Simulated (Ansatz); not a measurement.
**What TiCdSe3 (model cell, started as cubic perovskite with Ti in the octahedra) distorts into**

Aim: this structure of TiCdSe3 (model cell, started as cubic perovskite with Ti in the octahedra) is to be tested for unstable modes, and one is followed downhill.

Calculated with Ansatz 0.2.0; DFT PBE, scalar-relativistic, plane waves, PAW.

The structure was built from a prototype and need not be the compound's stable phase.

## Step 1: Set-up

It takes space group Pm-3m (No. 221, cubic). Conventional cell: a = 4.977 Å, b = 4.977 Å, c = 4.977 Å, α = 90.00°, β = 90.00°, γ = 90.00°. Nearest to Cd lie 12 Se at 3.52 Å. Nearest to Ti lie 6 Se at 2.49 Å. Nearest to Se lie 2 Ti at 2.49 Å. Farther neighbours and most contacts between anions are not listed.

Coordinates:

```cif
data_structure
_symmetry_space_group_name_H-M 'Pm-3m'
_symmetry_Int_Tables_number 221
_cell_length_a 4.9774
_cell_length_b 4.9774
_cell_length_c 4.9774
_cell_angle_alpha 90.000
_cell_angle_beta 90.000
_cell_angle_gamma 90.000
_cell_volume 123.31
loop_
_atom_site_label
_atom_site_type_symbol
_atom_site_symmetry_multiplicity
_atom_site_Wyckoff_symbol
_atom_site_fract_x
_atom_site_fract_y
_atom_site_fract_z
_atom_site_occupancy
Cd1 Cd 1 a 0.00000 0.00000 0.00000 1
Ti1 Ti 1 b 0.50000 0.50000 0.50000 1
Se1 Se 3 c 0.50000 0.50000 0.00000 1
```

## Step 2: Response at finite wavevector

The cell comes from relaxations at this level that are not shown. Stability and thermal properties need the whole zone. Linear response on a 2×2×2 q mesh gives force constants as far as a supercell of that size would.

The input, input.yaml:

```yaml
crystal:
  lattice:
    - [4.9773704866, 0.0, 0.0]
    - [0.0, 4.9773704866, 0.0]
    - [0.0, 0.0, 4.9773704866]
  atoms:
    - { symbol: Cd, position: [0.0, 0.0, 0.0] }
    - { symbol: Ti, position: [0.5, 0.5, 0.5] }
    - { symbol: Se, position: [0.5, 0.5, 0.0] }
    - { symbol: Se, position: [0.5, 0.0, 0.5] }
    - { symbol: Se, position: [0.0, 0.5, 0.5] }
kpoints:
  mp_grid: { grid: [8, 8, 8] }
hamiltonian:
  xc: pbe
scf:
  occupations: { method: methfessel_paxton, width: 0.2 }
output:
  eigenvalues: true
phonons:
  method: dfpt
  qmesh: [2, 2, 2]
  temperatures: { t_max: 1000, t_step: 50 }
  qpath:
    path:
      - [[0.0, 0.0, 0.0], [0.0, 0.5, 0.0], [0.5, 0.5, 0.0], [0.0, 0.0, 0.0], [0.5, 0.5, 0.5], [0.0, 0.5, 0.0]]
      - [[0.5, 0.5, 0.5], [0.5, 0.5, 0.0]]
    npoints: 10
```

On the command line:

```console
$ ansatz run input.yaml --threads 8 --pin off --max-ram 14336MiB --backend cpu --events-out ev --progress --plain --runs-dir out
```

Numbers of over 12 decimals in the logs are rounded to 6 here.

Output:

```text
Engine: ansatz 0.2.0, aarch64-unknown-linux-gnu
Pseudopotentials: kind: paw
Pseudopotential: Cd, paw, valence charge 20, recommended cutoff 420 eV (normal), Cd.paw.azcp
Pseudopotential: Ti, paw, valence charge 12, recommended cutoff 420 eV (normal), Ti.paw.azcp
Pseudopotential: Se, paw, valence charge 16, recommended cutoff 420 eV (normal), Se.paw.azcp
Functional definition: PBE
  parameter kappa = 0.804
  parameter beta = 0.066725
  exchange = pbe_x(kappa = kappa, mu = beta*pi^2/3)
  correlation = pbe_c(beta = beta)
Crystal: 5 atoms, lattice volume = 123.310 Å³
Basis set: ecut = 420 eV, 2469 PW (Γ), exchange–correlation on 72×72×72 points (8 copies of the dense FFT grid, shifted against one another)
Bands: 48, of which v1, the nominal top of the filled ones, is band 40 counted from 1 (39 counted from 0)
Symmetry: 48 space group operations
k-points: 35 of 512
Non-local potential: Cd, projectors of the file, l = 0: 3, l = 1: 2, l = 2: 2, l = 3: 1
Non-local potential: Ti, projectors of the file, l = 0: 3, l = 1: 2, l = 2: 3, l = 3: 1
Non-local potential: Se, projectors of the file, l = 0: 2, l = 1: 2, l = 2: 3, l = 3: 1
PAW form: soft (Blöchl's): semilocal exchange-correlation on the pseudo side does not see the compensation charge
PAW one-centre angular grid: Cd, 590 points (default); XC on 64 Gauss nodes
PAW one-centre angular grid: Ti, 590 points (default); XC on 64 Gauss nodes
PAW one-centre angular grid: Se, 590 points (default); XC on 64 Gauss nodes
Initial density: superposition of atomic densities (neutral atoms: chi_scale 0, normalization atom), corrected by the library's trained network
Initial wavefunctions: pseudopotential atomic-orbital guess
Functional: x = pbe(κ = 0.804, μ = 0.219515), c = pbe(β = 0.066725)
SCF iter   1: F=—  HF=-27163.225981 eV  |F-HF|=—  |Δ(HF+E_count)|=         —  Δρ=1.46e-3  dr2=1.48e-3  ethr=1.77e-3  ⟨swp⟩=5.9  Hψ=5628  notcnv=0
preconditioner: auto → LDOS  [metal: Δε(μ)=0.052 eV  Ē_g=8.365 eV  σ=0.200 eV  W_gap=0.22  n_scr=32 (ndim 8)  ℏωp=19.5 eV  f_vac=0.024  D(μ)=3.05/eV (n_scr^D=18)  β→1.0]
SCF iter   2: F=—  HF=-27163.228352 eV  |F-HF|=—  |Δ(HF+E_count)|=   2.37e-3  S|Δr|=    0.00e0  Δρ=8.13e-4  dr2=5.64e-4  ethr=1.85e-6  ⟨swp⟩=2.2  Hψ=3386  notcnv=0
SCF iter   3: F=—  HF=-27163.228223 eV  |F-HF|=—  |Δ(HF+E_count)|=   1.29e-4  S|Δr|=    0.00e0  Δρ=3.12e-4  dr2=1.12e-4  ethr=7.05e-7  ⟨swp⟩=2.0  Hψ=3000  notcnv=0
SCF iter   4: F=—  HF=-27163.228199 eV  |F-HF|=—  |Δ(HF+E_count)|=   2.34e-5  S|Δr|=    0.00e0  Δρ=5.21e-5  dr2=3.79e-6  ethr=1.40e-7  ⟨swp⟩=2.0  Hψ=2859  notcnv=0
SCF iter   5: F=—  HF=-27163.228188 eV  |F-HF|=—  |Δ(HF+E_count)|=   1.13e-5  S|Δr|=    0.00e0  Δρ=1.80e-5  dr2=5.83e-7  ethr=4.74e-9  ⟨swp⟩=2.0  Hψ=2128  notcnv=0
SCF iter   6: F=—  HF=-27163.228188 eV  |F-HF|=—  |Δ(HF+E_count)|=   2.43e-7  S|Δr|=    0.00e0  Δρ=1.53e-5  dr2=4.66e-7  ethr=7.28e-10  ⟨swp⟩=2.9  Hψ=2946  notcnv=0
SCF iter   7: F=—  HF=-27163.228188 eV  |F-HF|=—  |Δ(HF+E_count)|=   4.88e-8  S|Δr|=    0.00e0  Δρ=3.44e-6  dr2=3.13e-8  ethr=5.82e-10  ⟨swp⟩=1.6  Hψ=1720  notcnv=0
SCF iter   8: F=—  HF=-27163.228188 eV  |F-HF|=—  |Δ(HF+E_count)|=  3.20e-10  S|Δr|=    0.00e0  Δρ=5.62e-7  dr2=6.60e-10  ethr=3.91e-11  ⟨swp⟩=1.9  Hψ=1748  notcnv=0
SCF iter   9: F=—  HF=-27163.228188 eV  |F-HF|=—  |Δ(HF+E_count)|=  1.46e-10  S|Δr|=    0.00e0  Δρ=2.23e-7  dr2=8.95e-11  ethr=1.00e-12  ⟨swp⟩=2.0  Hψ=2843  notcnv=0
SCF iter  10: F=-27163.228188 eV  HF=-27163.228188 eV  |F-HF|=0.00e0  |Δ(HF+E_count)|=  1.24e-10  S|Δr|=    0.00e0  Δρ=7.75e-8  dr2=8.05e-12  ethr=1.00e-12  ⟨swp⟩=7.3  Hψ=8774  notcnv=0
SCF 1 converged in 10 iterations: F = -27163.228188 eV  dr2 = 8.05e-12
  greatest PAW one-centre occupation: 1.000 electrons in one spin orbital (limit 2), on the Cd atom at site 0 (counted from 0), in its partial waves of l = 0
Initial density: read from a saved state, or passed on in memory by an earlier SCF of this step, an earlier step, the calling program or the single point that the run made first
iter 1 solved again at ethr=3.09e-7 eV; its pass at ethr=3.10e-3 eV (dr2=2.48e-4 eV) is discarded
SCF iter   1: F=—  HF=-27163.228199 eV  |F-HF|=—  |Δ(HF+E_count)|=         —  Δρ=7.34e-7  dr2=6.22e-10  ethr=3.09e-7  ⟨swp⟩=3.0  Hψ=9100  notcnv=0
eigensolver tolerance schedule: the retry pair's looser diagonalisation over-reported the residual by 398179.94 of it (diagonalisation noise at an unbounded share of the residual, at the tolerance the schedule requests for it); recorded, not acted on — ethr = c·dr2/N_el stays at c = 1.0e-1
preconditioner: auto → LDOS  [metal: Δε(μ)=0.050 eV  Ē_g=8.376 eV  σ=0.200 eV  W_gap=0.21  n_scr=32 (ndim 8)  ℏωp=19.5 eV  f_vac=0.024  D(μ)=3.02/eV (n_scr^D=18)  β→1.0]
SCF iter   2: F=—  HF=-27163.228188 eV  |F-HF|=—  |Δ(HF+E_count)|=   1.05e-5  S|Δr|=    0.00e0  Δρ=1.06e-6  dr2=1.38e-9  ethr=1.00e-12  ⟨swp⟩=3.6  Hψ=4563  notcnv=0
SCF iter   3: F=—  HF=-27163.228188 eV  |F-HF|=—  |Δ(HF+E_count)|=  3.93e-10  S|Δr|=    0.00e0  Δρ=4.22e-7  dr2=2.18e-10  ethr=1.00e-12  ⟨swp⟩=2.2  Hψ=3018  notcnv=0
SCF iter   4: F=—  HF=-27163.228188 eV  |F-HF|=—  |Δ(HF+E_count)|=  2.18e-11  S|Δr|=    0.00e0  Δρ=3.29e-7  dr2=1.33e-10  ethr=1.00e-12  ⟨swp⟩=1.0  Hψ=1680  notcnv=0
SCF iter   5: F=—  HF=-27163.228188 eV  |F-HF|=—  |Δ(HF+E_count)|=  2.18e-11  S|Δr|=    0.00e0  Δρ=1.88e-7  dr2=4.44e-11  ethr=1.00e-12  ⟨swp⟩=1.0  Hψ=1680  notcnv=0
SCF iter   6: F=-27163.228188 eV  HF=-27163.228188 eV  |F-HF|=1.46e-11  |Δ(HF+E_count)|=  7.28e-12  S|Δr|=    0.00e0  Δρ=7.93e-8  dr2=8.56e-12  ethr=1.00e-12  ⟨swp⟩=1.6  Hψ=3526  notcnv=0
SCF 2 converged in 6 iterations: F = -27163.228188 eV  dr2 = 8.56e-12
phonons: the bands overlap, so this run is a metal and interpolates without the dipole-dipole term. If the crystal is really an insulator or semiconductor, its LO-TO splitting is missing
NSCF: frozen V_eff on 35 k-points
NSCF: frozen V_eff on 125 k-points
DFPT response loops at q = (0, 0, 0) (fractional): preconditioner auto → Kerker (q_TF=auto, 2.538 Å⁻¹) (partly filled bands, converged f_vac=0.024); β = 1.00, the filter's whole step (`scf.mixing.beta` (0.50) is not read by the response loops under this deck's `scf.mixing.preconditioner`; to damp them name `kerker` or `kerker_dos`, under which they read `scf.mixing.beta`, and type it under 1.00, their step now; both keys bind the ground state too); Broyden in place of MSR1
NSCF: frozen V_eff on 250 k-points
DFPT response loops at q = (0, 0, -0.5) (fractional): mixed as the last ones told, above
NSCF: frozen V_eff on 250 k-points
DFPT response loops at q = (0, -0.5, -0.5) (fractional): mixed as the last ones told, above
NSCF: frozen V_eff on 250 k-points
DFPT response loops at q = (-0.5, -0.5, -0.5) (fractional): mixed as the last ones told, above
SCF converged after 10 iterations
Stability not checked: this state was not tested for a lower state beside it, because cold or Methfessel-Paxton smearing, or corrected tetrahedra, fill the levels in a way that the test cannot read (fill_not_monotonic; see scf.lower_state_search)
Free energy (F): -27163.228188 eV
Harris-Foulkes:  -27163.228188 eV  (|F-HF|=0.00e0)
Internal energy: -27163.230923 eV  (E = F + TS)
E sigma→0 (E₀):  -27163.228872 eV
Entropy (-TS):   0.002735 eV (0.547 meV/atom)
Fermi energy:    8.660689 eV
--- Per-component energies (eV) ---
  E_band       = -1828.943478
  E_kinetic    = 1131.475115
  E_local      = -11645.660900  (includes V_loc(G=0)·N_el)
  E_nonlocal   = -1746.856849
  E_hartree    = 5561.484962
  E_xc         = -585.205451
  E_vxc        = -635.831640  (∫ρ·V_xc dr)
  E_paw        = -10865.005430  (= ΣΔE_a)
  E_vpaw       = -55.037350  (= ΣTr[D̂ρ^β])
  E_aug_tail   = -0.001571  (compensation charges beyond the density's cutoff)
  E_ewald      = -9013.460799
  E_smearing   = 0.002735  (= −TS)
  E_closure    = 0.000000  (closes the sum)
  Σ components = -27163.228188   (vs F -27163.228188, Δ=0.00e0)
--- Band table (eV; the first three rows and the last of 35) ---
  k-point 0: bands = [... 36 lower, 7.6985, 7.6985, 8.3828, 8.3828, 8.3828, 8.7131, 8.7131, 8.7131, ... 4 higher]
  k-point 1: bands = [... 36 lower, 7.4199, 7.6302, 8.2146, 8.2146, 8.2505, 8.7163, 9.1810, 9.1810, ... 4 higher]
  k-point 2: bands = [... 36 lower, 6.8606, 7.4769, 8.2160, 8.2160, 8.7233, 8.7241, 9.7617, 9.7617, ... 4 higher]
  k-point 34: bands = [... 36 lower, 5.3079, 7.0575, 9.1754, 9.1754, 9.1754, 10.2322, 10.2322, 10.2322, ... 4 higher]
--- Phonons (Γ-DFPT): 4 representative perturbations + reference (Σ response iterations 12) ---
  ASR residual: 8.631e-5 → 0.000e0 eV/Å²; symmetrization residual: 8.470e-6 eV/Å²
  ASR residual per site (eV/Å²): 8.63e-5 6.36e-5 5.39e-5 5.39e-5 5.39e-5
  Γ frequencies (cm⁻¹): -125.83 -125.83 -125.83 -76.69 -76.69 -76.69 -44.49 -44.49 -44.49 0.00 0.00 0.00 201.11 201.11 201.11
--- Phonons (arbitrary-q DFPT): 4 irreducible q on the 2×2×2 mesh ---
  q = [0.0000, 0.0000, 0.0000] (star 1, of the zone-centre solve; hermiticity 2.09e-6, symmetrization 6.23e-12): -125.83 -125.83 -125.83 -76.69 -76.69 -76.69 -44.49 -44.49 -44.49 -0.00 -0.00 -0.00 201.11 201.11 201.11
  q = [0.0000, 0.0000, -0.5000] (star 3, 9 solved perturbations in 975 linear systems a pass and spin channel, the states on 125 of 512 k-point pairs; hermiticity 1.73e-6, symmetrization 2.32e-12): -99.71 -99.71 -75.24 -39.49 -39.49 -33.96 -33.96 -24.82 37.06 51.31 51.31 209.63 209.63 209.88 214.01
  q = [0.0000, -0.5000, -0.5000] (star 3, 9 solved perturbations in 975 linear systems a pass and spin channel, the states on 125 of 512 k-point pairs; hermiticity 1.00e-6, symmetrization 1.11e-12): -105.56 -55.86 -55.86 -51.81 -44.60 14.25 14.25 49.47 49.47 102.19 185.38 195.43 195.43 221.11 234.29
  q = [-0.5000, -0.5000, -0.5000] (star 1, 4 solved perturbations in 350 linear systems a pass and spin channel, the states on 125 of 512 k-point pairs; hermiticity 5.14e-7, symmetrization 5.80e-12): -107.10 -107.10 -107.10 -37.97 -37.97 -37.97 108.59 108.59 108.59 184.00 184.00 184.00 186.07 186.07 250.61
  sum rule: each row above includes the acoustic sum rule's correction from the zone centre's row sums; it moved no ω² by more than (0.60 cm⁻¹)²
  mesh force constants: q→R imaginary residual 4.20e-18; ASR residual 8.631e-5 → 0.000e0 eV/Å²; symmetrization residual 3.997e-15 eV/Å²
  interpolated dispersion: 62 rows × 15 modes
  density of states and harmonic sums: on the 14×14×14 q-mesh, interpolated from the force constants of a 2×2×2 supercell (no non-analytic term)
  largest difference from the sums on the solved wave vectors: F 4.59e-2 eV, S 7.37e-5 and C_V 1.67e-5 eV/K
  zero-point energy: 0.070251 eV/cell   skipped modes (ω ≤ 0): 846, of them read as no rigid motion or as one in doubt: 843 (6.951e0 modes/cell left out, lowest -125.83 cm⁻¹)   left out of the sums: 4.63e-1 of the cell's modes: C_V's classical limit lies that fraction below 3 k_B per atom; for a crystal, a wire or a layer, F and S can be off by more, and a phonons.interpolated_qmesh denser along its periods is the remedy for the sampling
```

Elapsed: 3.5 min, on 8 threads of Arm Neoverse V2, shared host; peak memory 2.2 GiB.

This step gave:

| Quantity | Value |
| --- | --- |
| volume per atom | 24.66 Å³ |
| gap on the k-mesh | 0 eV |
| sum-rule residual before enforcement | 8.63e-5 eV/Å² |
| lowest frequency on the path | -125.8 cm⁻¹ |
| point group | m-3m |
| highest frequency on the path or at a solved wavevector | 250.6 cm⁻¹ |
| highest optical mode at the zone centre (no LO-TO term) | 201.1 cm⁻¹ |
| lowest optical zone-centre mode | -125.8 cm⁻¹ |
| lowest mode on the q mesh (acoustic modes at Γ apart) | -125.8 cm⁻¹ |

Frequencies (cm⁻¹) solved at each irreducible wavevector; negative means imaginary. Frequencies by wavevector, by row:

| q in reciprocal lattice units | star | mode 1 | mode 2 | mode 3 | mode 4 | mode 13 | mode 14 | mode 15 |
| --- | --- | --- | --- | --- | --- | --- | --- | --- |
| 0 0 0 | 1 | -125.8 | -125.8 | -125.8 | -76.7 | 201.1 | 201.1 | 201.1 |
| 0 0 -0.5 | 3 | -99.7 | -99.7 | -75.2 | -39.5 | 209.6 | 209.9 | 214 |
| 0 -0.5 -0.5 | 3 | -105.6 | -55.9 | -55.9 | -51.8 | 195.4 | 221.1 | 234.3 |
| -0.5 -0.5 -0.5 | 1 | -107.1 | -107.1 | -107.1 | -38 | 186.1 | 186.1 | 250.6 |

Interpolated from a 2×2×2 q mesh. The phonon branches at the labelled points (cm⁻¹):

| point | branch 1 | branch 2 | branch 3 | branch 4 | branch 12 | branch 13 | branch 14 | branch 15 |
| --- | --- | --- | --- | --- | --- | --- | --- | --- |
| Γ | -126 | -126 | -126 | -77 | 0 | 201 | 201 | 201 |
| halfway | -111 | -111 | -76 | -57 | 125 | 205 | 205 | 210 |
| X | -100 | -100 | -75 | -40 | 210 | 210 | 210 | 214 |
| halfway | -91 | -74 | -60 | -52 | 199 | 203 | 215 | 228 |
| M | -106 | -56 | -56 | -52 | 195 | 195 | 221 | 234 |
| halfway | -90 | -85 | -65 | -58 | 126 | 203 | 210 | 221 |
| Γ | -126 | -126 | -126 | -77 | 0 | 201 | 201 | 201 |
| halfway | -87 | -78 | -78 | -46 | 128 | 207 | 207 | 233 |
| R | -107 | -107 | -107 | -38 | 184 | 186 | 186 | 251 |
| halfway | -94 | -83 | -79 | -49 | 196 | 199 | 211 | 240 |
| X | -100 | -100 | -75 | -40 | 210 | 210 | 210 | 214 |
| jump to R | -107 | -107 | -107 | -38 | 184 | 186 | 186 | 251 |
| halfway | -106 | -88 | -88 | -45 | 190 | 190 | 210 | 246 |
| M | -106 | -56 | -56 | -52 | 195 | 195 | 221 | 234 |

Symmetry leaves 4 wavevectors to solve. The lowest mode among them, the acoustic zeros apart, lies at Γ and is imaginary, 125.8i cm⁻¹, so the energy falls along it.

## Step 3: The mode frozen in, largest atomic shift 0 Å

The mode followed lies at q = (-0.5, -0.5, -0.5) with frequency 107.1i cm⁻¹ and is 3-fold degenerate, one of the unstable modes though not the softest. At small amplitude the distorted cell has space group no. 140 by a symmetry search on the positions. The undistorted cell that holds it gives the zero of energy on the same k mesh.

System of this step: TiCdSe3 (model cell, started as cubic perovskite with Ti in the octahedra). Symmetry: Pm-3m, No. 221, cubic system. Conventional cell: a = 4.977 Å, b = 4.977 Å, c = 4.977 Å, α = 90.00°, β = 90.00°, γ = 90.00°. Nearest to Cd lie 12 Se at 3.52 Å. Ti has 6 Se at 2.49 Å nearest. Nearest to Se lie 2 Ti at 2.49 Å. Farther neighbours and most contacts between anions are not listed.

The input, input.yaml:

```yaml
crystal:
  lattice:
    - [4.9773704866, 4.9773704866, 0.0]
    - [4.9773704866, 0.0, 4.9773704866]
    - [4.9773704866, 0.0, -4.9773704866]
  atoms:
    - { symbol: Cd, position: [0.0, 0.5, 0.5] }
    - { symbol: Cd, position: [0.0, 0.0, 0.0] }
    - { symbol: Ti, position: [0.5, 0.25, 0.75] }
    - { symbol: Ti, position: [0.5, 0.75, 0.25] }
    - { symbol: Se, position: [0.5, 0.5, 0.5] }
    - { symbol: Se, position: [0.5, 0.0, 0.0] }
    - { symbol: Se, position: [0.0, 0.0, 0.5] }
    - { symbol: Se, position: [0.0, 0.5, 0.0] }
    - { symbol: Se, position: [0.5, 0.5, 0.0] }
    - { symbol: Se, position: [0.5, 0.0, 0.5] }
kpoints:
  mp_grid: { grid: [8, 8, 8] }
hamiltonian:
  xc: pbe
scf:
  occupations: { method: methfessel_paxton, width: 0.2 }
output:
  forces: true
  stress: true
  eigenvalues: true
```

Output:

```text
[...]
Crystal: 10 atoms, lattice volume = 246.621 Å³
Basis set: ecut = 420 eV, 4909 PW (Γ), exchange–correlation on 96×96×96 points (8 copies of the dense FFT grid, shifted against one another)
Bands: 96, of which v1, the nominal top of the filled ones, is band 80 counted from 1 (79 counted from 0)
Symmetry: 96 space group operations
[...]
k-points: 29 of 512
[...]
k-point 0: bands = [... 76 lower, 8.3865, 8.3865, 8.3865, 8.7054, 8.7054, 8.7054, 9.1815, 9.1815, ... 12 higher]
  k-point 1: bands = [... 76 lower, 8.1354, 8.2056, 8.2056, 8.9522, 8.9522, 9.0336, 9.0577, 9.0577, ... 12 higher]
  k-point 2: bands = [... 76 lower, 8.0130, 8.0130, 8.1687, 8.7429, 8.7429, 8.9068, 9.3038, 9.3038, ... 12 higher]
  k-point 28: bands = [... 76 lower, 7.2088, 7.2088, 8.2808, 8.2808, 9.2144, 9.2144, 9.8226, 9.8226, ... 12 higher]
[key lines of the parts left out:]
SCF converged after 7 iterations
Free energy (F): -54326.435345 eV
Fermi energy:    8.645976 eV
P = ⅓ Tr σ = 0.0595 GPa (0.595 kbar)
```

Run time: 4.3 s. Hardware: 8 threads; peak memory 1.5 GiB.

This step gave:

```
pressure                         : 0.05954 GPa
energy from the undistorted cell : 0 meV/atom
```

The run ends at a pressure of 0.06 GPa.

## Step 4: The mode frozen in, largest atomic shift 0.6 Å

The atoms are moved along the unstable eigenvector, the largest shift by 0.6 Å, with the cell fixed.

input.yaml, the sections that differ from step 3:

```yaml
crystal:
  lattice:
    - [4.9773704866, 4.9773704866, 0.0]
    - [4.9773704866, 0.0, 4.9773704866]
    - [4.9773704866, 0.0, -4.9773704866]
  atoms:
    - { symbol: Cd, position: [0.0, 0.5, 0.5] }
    - { symbol: Cd, position: [0.0, 0.0, 0.0] }
    - { symbol: Ti, position: [0.5, 0.25, 0.75] }
    - { symbol: Ti, position: [0.5, 0.75, 0.25] }
    - { symbol: Se, position: [0.5, 0.4397272112, 0.4397272112] }
    - { symbol: Se, position: [0.5, 0.0602727888, 0.0602727888] }
    - { symbol: Se, position: [0.0, 0.0, 0.5] }
    - { symbol: Se, position: [0.0, 0.5, 0.0] }
    - { symbol: Se, position: [0.5, 0.5602727888, -0.0602727888] }
    - { symbol: Se, position: [0.5, -0.0602727888, 0.5602727888] }
# kpoints, hamiltonian, scf, output: as in step 3
```

Output:

```text
[...]
Crystal: 10 atoms, lattice volume = 246.621 Å³
Basis set: ecut = 420 eV, 4909 PW (Γ), exchange–correlation on 96×96×96 points (8 copies of the dense FFT grid, shifted against one another)
Bands: 96, of which v1, the nominal top of the filled ones, is band 80 counted from 1 (79 counted from 0)
Symmetry: 16 space group operations
[...]
k-points: 59 of 512
[...]
k-point 0: bands = [... 76 lower, 8.5584, 8.5584, 8.5882, 8.5882, 8.8134, 8.9264, 9.3104, 9.3104, ... 12 higher]
  k-point 1: bands = [... 76 lower, 8.1794, 8.3644, 8.6240, 8.6646, 9.0442, 9.1849, 9.1942, 9.3464, ... 12 higher]
  k-point 2: bands = [... 76 lower, 7.9549, 8.1629, 8.5748, 8.6863, 8.9602, 9.0100, 9.4028, 9.5469, ... 12 higher]
  k-point 58: bands = [... 76 lower, 7.0233, 7.4649, 8.5018, 8.5018, 8.7437, 8.9348, 9.7191, 10.0936, ... 12 higher]
[key lines of the parts left out:]
SCF converged after 7 iterations
Free energy (F): -54328.121047 eV
Fermi energy:    8.792306 eV
P = ⅓ Tr σ = -2.2086 GPa (-22.086 kbar)
```

Run time: 7.9 s. Hardware: 8 threads; peak memory 1.8 GiB; 61 s of CPU time.

This step gave:

```
pressure                         : -2.209 GPa
energy from the undistorted cell : -169.2 meV/atom
```

The energy, extrapolated to zero smearing, is -169.18 meV/atom against the undistorted cell.

The run ends at a pressure of -2.21 GPa, with forces up to 0.90 eV/Å.

(Continued in part 2 of 2.)

[Logs are printed without paths, hosts, clocks, repeated set-up lines and the standing remarks that a program may print on its own settings, such as how far it seeks lower states.]

[Hosts, paths, dates, database ids (printed as entryN), source tags and the programs' standing remarks are cut or masked in the printed files.]
